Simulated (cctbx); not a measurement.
**Symmetry from intensities**

Cell: a = 3.6830 Å, b = 3.6830 Å, c = 5.6940 Å, α = 90.00°, β = 90.00°, γ = 120.00°. Expected content of the cell: Ta2 Si2.

Simulated single-crystal data (cctbx): Ga Kα, λ = 1.3414 Å, to d = 0.8 Å, 50 % of the full sphere, strongest reflection 20000 counts, noise from counting, a 6 % proportional error and a noise floor of 4 counts (s.d.); no absorption.

Tests on the unmerged data give:

```text
260 reflections to d = 0.802 A
centring   violations  <I/sigma> of those
    A        103 of   130     11.0
    B        100 of   129     10.7
    C        101 of   131     10.7
    I        107 of   136     10.7
    R        138 of   172     10.9
    F        152 of   195     10.8
Laue class    unique    Rint  (classes that these axes allow; Friedel mates merged)
P -1              200   0.031
P 1 1 2/m         136   0.036
P -3               95   0.049
P -3 1 m           63   0.051
P -3 m 1           68   0.051
P 6/m              56   0.051
P 6/m m m          46   0.052
space group    extra absences  I>4sigma  <I/sigma>
P 6 2 2                 0          0         -  acentric
P 63 2 2                3          0      -0.1  acentric
P 6 m m                 0          0         -  acentric
P 63 m c               30          0       0.1  acentric
P -6 m 2                0          0         -  acentric
P -6 2 m                0          0         -  acentric
P -6 2 c               30          0       0.1  acentric
P 6/m m m               0          0         -  centric
P 63/m m c             30          0       0.1  centric
Wilson B = 2.41 A^2   <|E^2-1|> = 0.638 (0.968 centric, 0.736 acentric)   E^2>4: 0.0 %
shell (A)         n   <I/sigma>
 5.69 - 1.15     19     19.6
 1.15 - 0.92     15     23.5
 0.92 - 0.80     12     21.9
```

Q: Read the symmetry from these tables.

Every centring test has many violations, so the lattice is primitive.

Rint stays low (0.031 to 0.052) up to P 6/m m m, the highest class in these axes.

9 settings pass the absence test. The most absences obeyed, 30, belong to P 63 m c, P -6 2 c and P 63/m m c, which absences can't tell apart.

⟨|E²−1|⟩ = 0.638 leans to a non-centrosymmetric structure, or to twinning, which lowers it. Here that hint misleads: the statistic assumes many like atoms on general positions, and few, heavy or special-position atoms break it. The Wilson B of 2.41 Å² means U ≈ 0.0305 Å².

The true group is P6_3/mmc (no. 194), Laue class 6/mmm, centrosymmetric. The tables only narrow the choice to the tied entries; cell content, site symmetry and trial solutions must settle it.

The model was made for the exercise: a known structure type with other elements put in, its volume estimated, not relaxed; displacement parameters are assumed.

[Logs are printed without paths, hosts, clocks, repeated set-up lines and the standing remarks that a program may print on its own settings, such as how far it seeks lower states.]
